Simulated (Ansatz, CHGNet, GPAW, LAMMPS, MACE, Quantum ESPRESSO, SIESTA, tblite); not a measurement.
**Running glassy 85GeO2-15Li2O (mol %) (78 atoms) with SIESTA**

How do the settings of SIESTA change the result for glassy 85GeO2-15Li2O (mol %) (78 atoms)? A plane-wave run serves as the yardstick.

Method: the method is named at each step, in SIESTA 5.4.2.

**1. The structure**

The cell holds 78 atoms: 22 Ge, 8 Li and 48 O. Cell: a = 10.276 Å, b = 10.276 Å, c = 10.276 Å, α = 90.0°, β = 90.0°, γ = 90.0°. 78 atoms (22 Ge, 8 Li, 48 O) placed at random at 3.6 g/cm³, melted at 4000 K for 10 ps at fixed volume with the Morse and Coulomb pair potential with partial charges (Pedone, Malavasi, Menziani, Cormack and Segre, J. Phys. Chem. B 110, 11780 (2006)). Quenched from 4000 K to 300 K at 30 K/ps and fixed volume, held 10 ps at zero pressure.

The yardstick, on the same geometry:

* method: Kohn-Sham DFT, PBE, PAW, plane waves (Ansatz 0.2.0); cutoff 420 eV, Γ point, fermi-dirac smearing of 0.05 eV; PAW set soft_2
* r.m.s. force component: 1.175 eV/Å
* longest force: 4 eV/Å
* pressure: 7.889 GPa
* gap (highest filled to lowest empty level): 1.343 eV
* SCF cycles: 9
* time: 13 s on 4 threads of Arm Neoverse V2, shared host
* CPU time: 49 s

**2. PBE, DZP, shift 0.01 Ry, mesh 500 Ry**

Method: Kohn-Sham DFT, PBE, PseudoDojo 0.4.1 norm-conserving pseudopotentials (converted to PSML), numerical atomic orbitals (DZP), diagonalisation.

The .psml files are PseudoDojo norm-conserving potentials that we converted to this format, checked against plane waves on the same files for H, C, O, Si, Ge and Ca alone.

input.fdf

```
SystemLabel cell
NumberOfAtoms 78
NumberOfSpecies 3
%block ChemicalSpeciesLabel
  1 32 Ge
  2 3 Li
  3 8 O
%endblock ChemicalSpeciesLabel
LatticeConstant 1.0 Ang
%block LatticeVectors
  10.27607 0.00000 0.00000
  0.00000 10.27607 0.00000
  0.00000 0.00000 10.27607
%endblock LatticeVectors
PAO.BasisSize DZP
PAO.EnergyShift 0.01 Ry
PAO.Polarization.NonPerturbative T
XC.Functional GGA
XC.Authors PBE
MeshCutoff 500 Ry
%block kgrid_Monkhorst_Pack
  1 0 0 0.0
  0 1 0 0.0
  0 0 1 0.0
%endblock kgrid_Monkhorst_Pack
SolutionMethod diagon
OccupationFunction FD
ElectronicTemperature 580 K
SCF.Mixer.Method Pulay
SCF.Mixer.Weight 0.15
SCF.Mixer.History 8
SCF.Mix Hamiltonian
MaxSCFIterations 300
SCF.DM.Tolerance 1e-04
SCF.H.Tolerance 1.0e-3 eV
WriteForces T
Write.HirshfeldPop T
Write.VoronoiPop T
Write.DM F
Write.H F
XML.Write F
AtomicCoordinatesFormat Fractional
%block AtomicCoordinatesAndAtomicSpecies
  0.90419 0.30044 0.92621 1
  0.24603 0.97723 0.59579 1
  0.60619 0.34719 0.06195 1
  0.39242 0.59159 0.02742 1
  0.33852 0.25100 0.71548 1
  0.30972 0.25612 0.31667 1
  0.93773 0.63690 0.19320 1
  0.85480 0.82483 0.94093 1
  0.36963 0.13198 0.02748 1
  0.33758 0.58158 0.35090 1
  0.83765 0.82510 0.60078 1
  0.56453 0.87958 0.08221 1
  0.03992 0.05512 0.07770 1
  0.56377 0.05033 0.35842 1
  0.00631 0.29281 0.45490 1
  0.97558 0.08240 0.70048 1
  0.08416 0.59615 0.56100 1
  0.15437 0.47417 0.83222 1
  0.50320 0.77865 0.55708 1
  0.71081 0.34704 0.36725 1
  0.57381 0.47277 0.63574 1
  0.02450 0.90682 0.35852 1
  0.72380 0.81225 0.34164 2
  0.95990 0.31109 0.20048 2
  0.66772 0.67297 0.77330 2
  0.86578 0.55720 0.81086 2
  0.29978 0.89757 0.93207 2
  0.61541 0.59923 0.23295 2
  0.19475 0.44797 0.12664 2
  0.30699 0.70301 0.75238 2
  0.35880 0.71920 0.92920 3
  0.14918 0.93702 0.46264 3
  0.64402 0.38588 0.22096 3
  0.79326 0.64313 0.26868 3
  0.01394 0.02389 0.23772 3
  0.25172 0.49815 0.95481 3
  0.20370 0.34480 0.74278 3
  0.36706 0.18925 0.86405 3
  0.70008 0.88438 0.97782 3
  0.66107 0.18317 0.38989 3
  0.01863 0.49708 0.18775 3
  0.64444 0.44308 0.48441 3
  0.52802 0.94022 0.47777 3
  0.46320 0.34996 0.66620 3
  0.75250 0.33832 0.98307 3
  0.03813 0.43708 0.53189 3
  0.86314 0.96692 0.68412 3
  0.97002 0.71544 0.56890 3
  0.48810 0.62178 0.64658 3
  0.83947 0.74694 0.79849 3
  0.34845 0.84840 0.62775 3
  0.43644 0.96868 0.03622 3
  0.90159 0.69867 0.03756 3
  0.02580 0.76105 0.27456 3
  0.32397 0.58670 0.18792 3
  0.87044 0.32184 0.36578 3
[... 18 atom lines left out ...]
  0.15084 0.26480 0.36806 3
  0.99153 0.16551 0.55865 3
  0.14225 0.60243 0.71921 3
  0.20866 0.61244 0.45670 3
%endblock AtomicCoordinatesAndAtomicSpecies
```

Started as:

```sh
OMP_NUM_THREADS=1 mpirun -np 2 siesta < input.fdf > output.txt
```

Log:

```text
Version         : 5.4.2
reinit: System Name:
reinit: System Label: cell
initatom: Reading input for the pseudopotentials and atomic orbitals ----------
Species number:   1 Atomic number:   32 Label: Ge
Species number:   2 Atomic number:    3 Label: Li
Species number:   3 Atomic number:    8 Label: O
Ground state valence configuration (from tables):   4s02  4p02  4d00  4f00
Ground state valence configuration (from tables):   2s01  2p00  3d00  4f00
Ground state valence configuration (from tables):   2s02  2p04  3d00  4f00
---- Processing specs for species: Ge
GGA--PBE XC_GGA_X_PBE--XC_GGA_C_PBE pb
Semicore shell(s) with 10 electrons included in the valence for Ge
---- Processing specs for species: Li
GGA--PBE XC_GGA_X_PBE--XC_GGA_C_PBE pb
Semicore shell(s) with  2 electrons included in the valence for Li
---- Processing specs for species: O
GGA--PBE XC_GGA_X_PBE--XC_GGA_C_PBE pb
Semicore shell(s): 3d
Fallback to non-perturbative polarization scheme for Ge
Please see the manual if this is not desired in principle
Semicore shell(s): 1s
Ge pseudopotential only contains V_ls up to l=2 -- lmxkb reset.
Li pseudopotential only contains V_ls up to l=1 -- lmxkb reset.
O pseudopotential only contains V_ls up to l=2 -- lmxkb reset.
Using PAO.SplitTailNorm
%block ChemicalSpeciesLabel
    1   32 Ge                      # Species index, atomic number, species label
    2    3 Li                      # Species index, atomic number, species label
    3    8 O                       # Species index, atomic number, species label
%endblock ChemicalSpeciesLabel
%block PAO.Basis                 # Define Basis set
Ge                    4                    # Species label, number of l-shells
 n=4   0   2                         # n, l, Nzeta
   5.264      3.748
   1.000      1.000
 n=4   1   2                         # n, l, Nzeta
   6.996      5.083
[...]
n=3   2   1                         # n, l, Nzeta
   2.782
   1.000
[...]
6.996
[...]
Li                    3                    # Species label, number of l-shells
[...]
O                     3                    # Species label, number of l-shells
[...]
n=2   1   2                         # n, l, Nzeta
   4.300      2.782
   1.000      1.000
 n=3   2   1                         # n, l, Nzeta
   4.300
   1.000
%endblock PAO.Basis
coor:   Atomic-coordinates input format  =     Fractional
siesta: System type = bulk
initatomlists: Number of atoms, orbitals, and projectors:     78  1068  1084
siesta: ******************** Simulation parameters ****************************
Total number of electrons:   620.000000
Total ionic charge:   620.000000
 Kpoints in:            1 . Kpoints trimmed:            1
siesta: k-grid: Number of k-points = 1
siesta: k-points from Monkhorst-Pack grid
siesta: k-cutoff (effective) =     5.138 Ang
siesta: k-point supercell and displacements
siesta: k-grid:     1     0     0      0.000
siesta: k-grid:     0     1     0      0.000
siesta: k-grid:     0     0     1      0.000
                     ====================================
                        Single-point calculation
                     ====================================
outcell: Unit cell vectors (Ang):
       10.276070    0.000000    0.000000
        0.000000   10.276070    0.000000
        0.000000    0.000000   10.276070
outcell: Cell vector modules (Ang)   :   10.276070   10.276070   10.276070
outcell: Cell angles (23,13,12) (deg):     90.0000     90.0000     90.0000
outcell: Cell volume (Ang**3)        :   1085.1285
Gamma-point calculation with interaction between periodic images
Gamma-point calculation with interaction between periodic images
Some features might not work optimally:
Some features might not work optimally:
e.g. DM initialization from atomic data
e.g. DM initialization from atomic data
new_DM -- step:     1
Initializing Density Matrix...
Attempting to read DM from file... Failed...
DM filled with atomic data:
InitMesh: MESH = 144 x 144 x 144 = 2985984
InitMesh: Mesh cutoff (required, used) =   500.000   542.716 Ry
stepf: Fermi-Dirac step function
        iscf     Eharris(eV)        E_KS(eV)     FreeEng(eV)     dDmax    Ef(eV) dHmax(eV)
   scf:    1   -76254.510152   -76509.699952   -76509.699952  1.758918 -6.292858 13.902516
   scf:    2   -76595.420243   -76555.958483   -76555.958483  0.102804 -6.182656  8.404974
   scf:    3   -76595.746955   -76585.553312   -76585.553313  0.132315 -5.158177  2.564353
[...]
scf:   12   -76587.004374   -76587.004373   -76587.004505  0.000081 -5.375515  0.001910
   scf:   13   -76587.004374   -76587.004374   -76587.004506  0.000083 -5.375359  0.000522
SCF Convergence by DM+H criterion
max |DM_out - DM_in|         :     0.0000832328
max |H_out - H_in|      (eV) :     0.0005219464
SCF cycle converged after 13 iterations
Using DM_out to compute the final energy and forces
siesta: E_KS(eV) =           -76587.0044
siesta: E_KS - E_eggbox =    -76587.0044
siesta: Atomic forces (eV/Ang):
     1   -0.280825   -0.198668    0.358638
     2   -0.103487    0.700012   -1.705189
     3   -1.280087   -0.549740   -0.235016
[...]
77    1.254300    1.613229    2.246797
    78    1.253471    1.509498   -1.216202
----------------------------------------
   Tot    0.003045   -0.013805   -0.034153
----------------------------------------
   Max    4.382946
   Res    1.497097    sqrt( Sum f_i^2 / 3N )
----------------------------------------
   Max    4.382946    constrained
Stress tensor Voigt[x,y,z,yz,xz,xy] (kbar):     -145.65     -130.49     -166.71        4.28      -10.72       -1.51
(Free)E + p*V (eV/cell)   -76487.0244
Target enthalpy (eV/cell)   -76587.0045
siesta: Program's energy decomposition (eV):
siesta: Ebs     =    -13169.019624
siesta: Eions   =     86394.401163
siesta: Ena     =      5273.802510
siesta: Ekin    =     56271.981855
siesta: Enl     =    -32881.061491
siesta: DEna    =        55.089488
siesta: DUscf   =        46.009403
siesta: Ex      =    -17909.580288
siesta: Ec      =     -1048.844688
siesta: Exc     =    -18958.424976
siesta: Eharris =    -76587.004374
siesta: Etot    =    -76587.004374
siesta: FreeEng =    -76587.004506
siesta: Final energy (eV):
siesta:  Band Struct. =  -13169.019624
siesta:       Kinetic =   56271.981855
siesta:       Hartree =   31330.474200
siesta:         Exch. =  -17909.580288
siesta:         Corr. =   -1048.844688
siesta:   Exch.-corr. =  -18958.424976
siesta:  Ion-electron = -116727.047141
siesta:       Ion-ion =  -28503.988311
siesta:         Total =  -76587.004374
siesta:         Fermi =      -5.375359
siesta: Stress tensor (static) (eV/Ang**3):
siesta:    -0.090907   -0.000943   -0.006693
siesta:    -0.000943   -0.081448    0.002669
siesta:    -0.006693    0.002669   -0.104055
siesta: Cell volume =       1085.128480 Ang**3
siesta: Pressure (static):
siesta:                Solid            Molecule  Units
siesta:           0.00100349          0.00108071  Ry/Bohr**3
siesta:           0.09213661          0.09922667  eV/Ang**3
siesta:         147.61912911        158.97865750  kBar
    Orbital volume contribution        =          37.492125 eV
    (Free)E + p_basis*V_orbitals       =      -76549.512381 eV
    (Free)Eharris+ p_basis*V_orbitals  =      -76549.512381 eV
Hirshfeld Atomic Populations:
Atom #   charge [q] valence [e]  Species
     1     0.643925   13.356075  Ge
     2     0.592675   13.407325  Ge
     3     0.602453   13.397547  Ge
[...]
21     0.534195   13.465805  Ge
    22     0.546875   13.453125  Ge
    23     0.053501    2.946499  Li
    24     0.072029    2.927971  Li
    25     0.103685    2.896315  Li
[...]
29     0.037062    2.962938  Li
    30     0.085492    2.914508  Li
    31    -0.390620    6.390620  O
    32    -0.279182    6.279182  O
    33    -0.242446    6.242446  O
[...]
77    -0.235907    6.235907  O
    78    -0.268289    6.268289  O
--------------------
 Total    -0.000006
```

Run time: 2.5 min. Hardware: 2 MPI ranks of Arm Neoverse V2, shared host; peak memory 2.1 GiB; 5 min of CPU time.

Banners and routine set-up lines are dropped from the logs; longer cuts are marked.

Numbers from this run, and their distance from the reference:

| Item | Value |
| --- | --- |
| r.m.s. force component | 1.497 eV/Å |
| r.m.s. difference of force components | 393.5 meV/Å |
| longest difference of force vectors | 1539 meV/Å |
| force difference over r.m.s. force | 33.49 % |
| slope of forces against the reference's | 1.256 |
| correlation of force components | 0.9855 |
| gap (highest filled to lowest empty level) | 0.9688 eV |
| gap difference | -0.3746 eV |
| pressure | 14.76 GPa |
| pressure difference | 6.873 GPa |

This run lies far from the reference at the same functional.

Length of the force difference by element (eV/Å):

```csv
element,atoms,mean,most
Ge,22,0.35,0.59
Li,8,0.057,0.11
O,48,0.77,1.5
```

Levels nearest the highest filled one (eV from it): -1.33, -1.25, -1.06, -1.05, -0.96, -0.89, -0.83, -0.82, -0.71, -0.60, -0.27, 0.00, 0.97, 2.27, 2.69, 2.89, 3.10, 3.27, 3.50, 3.83, 3.98, 4.14, 4.37, 4.46.

Local excerpt of 12 atoms (numbers count through the whole input) about O34, picked at random; x, y, z are measured from there.

```csv
atom,x,y,z,distance (Å),bonds,Hirshfeld charge (e),Fx,Fy,Fz (eV/Å)
O34,0.00,0.00,0.00,0.00,3,-0.41,-4.25,0.00,2.08
Ge7,1.48,-0.06,-0.78,1.68,4,0.49,-0.31,1.75,0.39
Li28,-1.83,-0.45,-0.37,1.92,3,0.05,0.70,0.24,-0.10
Li23,-0.71,1.74,0.75,2.02,3,0.05,0.54,-0.33,-0.35
O54,2.39,1.21,0.06,2.68,2,-0.30,2.50,-0.02,-0.31
O53,1.11,0.57,-2.38,2.68,2,-0.27,0.84,-1.68,-0.92
O41,2.32,-1.50,-0.83,2.88,3,-0.39,2.34,-4.15,-0.56
O33,-1.53,-2.64,-0.49,3.10,3,-0.24,-0.38,2.41,-0.21
O59,-2.65,0.78,-1.60,3.20,2,-0.31,-0.48,-2.85,0.68
O69,0.82,2.60,1.71,3.21,3,-0.29,-2.57,0.78,0.51
Ge20,-0.85,-3.04,1.01,3.32,4,0.62,-3.59,-1.40,1.49
O42,-1.53,-2.06,2.22,3.39,2,-0.25,0.09,1.16,-1.19
```

Forces lie 33 % from the reference's, at 6.2 times its CPU time (on 2 against 4 cores).

**3. PBE, DZ, shift 0.01 Ry, mesh 500 Ry**

Method: Kohn-Sham DFT, PBE, PseudoDojo 0.4.1 norm-conserving pseudopotentials (converted to PSML), numerical atomic orbitals (DZ), diagonalisation.

input.fdf, as its differences from that of step 2:

```diff
@@ -14,3 +14,3 @@
 %endblock LatticeVectors
-PAO.BasisSize DZP
+PAO.BasisSize DZ
 PAO.EnergyShift 0.01 Ry
```

Log:

```text
Version         : 5.4.2
reinit: System Name:
reinit: System Label: cell
initatom: Reading input for the pseudopotentials and atomic orbitals ----------
Species number:   1 Atomic number:   32 Label: Ge
Species number:   2 Atomic number:    3 Label: Li
Species number:   3 Atomic number:    8 Label: O
Ground state valence configuration (from tables):   4s02  4p02  4d00  4f00
Ground state valence configuration (from tables):   2s01  2p00  3d00  4f00
Ground state valence configuration (from tables):   2s02  2p04  3d00  4f00
---- Processing specs for species: Ge
GGA--PBE XC_GGA_X_PBE--XC_GGA_C_PBE pb
Semicore shell(s) with 10 electrons included in the valence for Ge
---- Processing specs for species: Li
GGA--PBE XC_GGA_X_PBE--XC_GGA_C_PBE pb
[... lines left out ...]
Total number of electrons:   620.000000
[... lines left out ...]
stepf: Fermi-Dirac step function
        iscf     Eharris(eV)        E_KS(eV)     FreeEng(eV)     dDmax    Ef(eV) dHmax(eV)
[... lines left out ...]
SCF Convergence by DM+H criterion
[... lines left out ...]
SCF cycle converged after 13 iterations
[... lines left out ...]
   Max    4.463240
[... lines left out ...]
   Max    4.463240    constrained
Stress tensor Voigt[x,y,z,yz,xz,xy] (kbar):     -128.29     -114.89     -151.72        1.70      -10.84       -2.18
[... lines left out ...]
siesta: DUscf   =        51.822897
siesta: Ex      =    -17944.683132
siesta: Ec      =     -1048.745442
siesta: Exc     =    -18993.428573
siesta: Eharris =    -76558.960781
siesta: Etot    =    -76558.960782
siesta: FreeEng =    -76558.961884
siesta: Final energy (eV):
siesta:  Band Struct. =  -13061.648924
siesta:       Kinetic =   56539.322196
siesta:       Hartree =   31415.882522
siesta:         Exch. =  -17944.683132
siesta:         Corr. =   -1048.745442
siesta:   Exch.-corr. =  -18993.428573
siesta:  Ion-electron = -117016.748615
siesta:       Ion-ion =  -28503.988311
siesta:         Total =  -76558.960782
siesta:         Fermi =      -5.145691
siesta: Stress tensor (static) (eV/Ang**3):
siesta:    -0.080075   -0.001361   -0.006764
siesta:    -0.001361   -0.071707    0.001059
siesta:    -0.006764    0.001059   -0.094697
siesta: Cell volume =       1085.128480 Ang**3
siesta: Pressure (static):
siesta:                Solid            Molecule  Units
siesta:           0.00089483          0.00100598  Ry/Bohr**3
siesta:           0.08215976          0.09236503  eV/Ang**3
siesta:         131.63445405        147.98509134  kBar
    Orbital volume contribution        =          24.199537 eV
    (Free)E + p_basis*V_orbitals       =      -76534.762346 eV
    (Free)Eharris+ p_basis*V_orbitals  =      -76534.762346 eV
Hirshfeld Atomic Populations:
Atom #   charge [q] valence [e]  Species
     1     0.673714   13.326286  Ge
     2     0.621905   13.378095  Ge
     3     0.627962   13.372038  Ge
[...]
21     0.560681   13.439319  Ge
    22     0.573463   13.426537  Ge
    23     0.106983    2.893017  Li
    24     0.122869    2.877131  Li
    25     0.167413    2.832587  Li
[...]
29     0.085694    2.914306  Li
    30     0.137242    2.862758  Li
    31    -0.429394    6.429394  O
    32    -0.294128    6.294128  O
    33    -0.261928    6.261928  O
[...]
77    -0.258233    6.258233  O
    78    -0.281966    6.281966  O
--------------------
 Total    -0.000030
```

Wall time 63 s (2 MPI ranks); peak memory 1.4 GiB.

Numbers from this run, and their distance from the reference:

```
r.m.s. force component                           : 1.46 eV/Å
r.m.s. difference of force components            : 406 meV/Å
longest difference of force vectors              : 1767 meV/Å
force difference over r.m.s. force               : 34.56 %
slope of forces against the reference's          : 1.212
correlation of force components                  : 0.9756
gap (highest filled to lowest empty level) : 0.7318 eV
gap difference                                   : -0.6116 eV
pressure                                         : 13.16 GPa
pressure difference                              : 5.274 GPa
```

This is a coarse setting, run to see what it loses.

Against the first run (33 %), the force difference from the reference is 35 %, at 0.42 times the CPU time, with 694 basis functions against 1068.

**4. PBE, SZ, shift 0.01 Ry, mesh 500 Ry**

Method: Kohn-Sham DFT, PBE, PseudoDojo 0.4.1 norm-conserving pseudopotentials (converted to PSML), numerical atomic orbitals (SZ), diagonalisation.

input.fdf, as its differences from that of step 3:

```diff
@@ -14,3 +14,3 @@
 %endblock LatticeVectors
-PAO.BasisSize DZ
+PAO.BasisSize SZ
 PAO.EnergyShift 0.01 Ry
```

Started as:

```sh
OMP_NUM_THREADS=1 siesta < input.fdf > output.txt
```

Log:

```text
Version         : 5.4.2
reinit: System Name:
reinit: System Label: cell
initatom: Reading input for the pseudopotentials and atomic orbitals ----------
Species number:   1 Atomic number:   32 Label: Ge
Species number:   2 Atomic number:    3 Label: Li
Species number:   3 Atomic number:    8 Label: O
Ground state valence configuration (from tables):   4s02  4p02  4d00  4f00
[... lines left out ...]
        iscf     Eharris(eV)        E_KS(eV)     FreeEng(eV)     dDmax    Ef(eV) dHmax(eV)
[... lines left out ...]
SCF Convergence by DM+H criterion
[... lines left out ...]
SCF cycle converged after 25 iterations
[... lines left out ...]
   Max    5.070255
[... lines left out ...]
   Max    5.070255    constrained
Stress tensor Voigt[x,y,z,yz,xz,xy] (kbar):     -175.39     -161.88     -192.46       -1.25      -11.13       -1.96
[... lines left out ...]
siesta: FreeEng =    -76495.465168
[... lines left out ...]
siesta:         Fermi =      -4.073758
[... lines left out ...]
siesta:           0.11020953          0.12199356  eV/Ang**3
siesta:         176.57513925        195.45523157  kBar
    Orbital volume contribution        =          17.876702 eV
    (Free)E + p_basis*V_orbitals       =      -76477.588466 eV
    (Free)Eharris+ p_basis*V_orbitals  =      -76477.588495 eV
Hirshfeld Atomic Populations:
Atom #   charge [q] valence [e]  Species
     1     0.723681   13.276319  Ge
     2     0.675985   13.324015  Ge
     3     0.678307   13.321693  Ge
[...]
21     0.615764   13.384236  Ge
    22     0.631229   13.368771  Ge
    23     0.169982    2.830018  Li
    24     0.177566    2.822434  Li
    25     0.216800    2.783200  Li
[...]
29     0.150887    2.849113  Li
    30     0.191120    2.808880  Li
    31    -0.439970    6.439970  O
    32    -0.330622    6.330622  O
    33    -0.303113    6.303113  O
[...]
77    -0.298705    6.298705  O
    78    -0.319092    6.319092  O
--------------------
 Total    -0.000028
```

Wall time 2.3 min (1 thread); peak memory 0.9 GiB.

Numbers from this run, and their distance from the reference:

```
r.m.s. force component                  : 1.612 eV/Å
r.m.s. difference of force components   : 572.2 meV/Å
longest difference of force vectors     : 2622 meV/Å
force difference over r.m.s. force      : 48.69 %
slope of forces against the reference's : 1.322
correlation of force components         : 0.9639
pressure                                : 17.66 GPa
pressure difference                     : 9.768 GPa
```

This is a coarse setting, run to see what it loses.

Against the first run (33 %), the force difference from the reference is 49 %, at 0.46 times the CPU time (on 1 against 2 cores) (25 SCF steps against 13), with 406 basis functions against 1068: the smaller basis costs accuracy.

[end of part 1 of 2]

[Long decimals in the printed logs are rounded to 6 places.]

[Also dropped from logs without a mark: lines with file paths, logging warnings of Python, QE's lines on negative density and diagonalisation, SIESTA's first energy breakdown, zero terms and Voronoi charges.]

[Logs are printed without paths, hosts, clocks, repeated set-up lines and the standing remarks that a program may print on its own settings, such as how far it seeks lower states.]

[Hosts, paths, dates, database ids (printed as entryN), source tags and the programs' standing remarks are cut or masked in the printed files.]

[Most failed runs of this program on this cell are left out, timed-out ones always.]
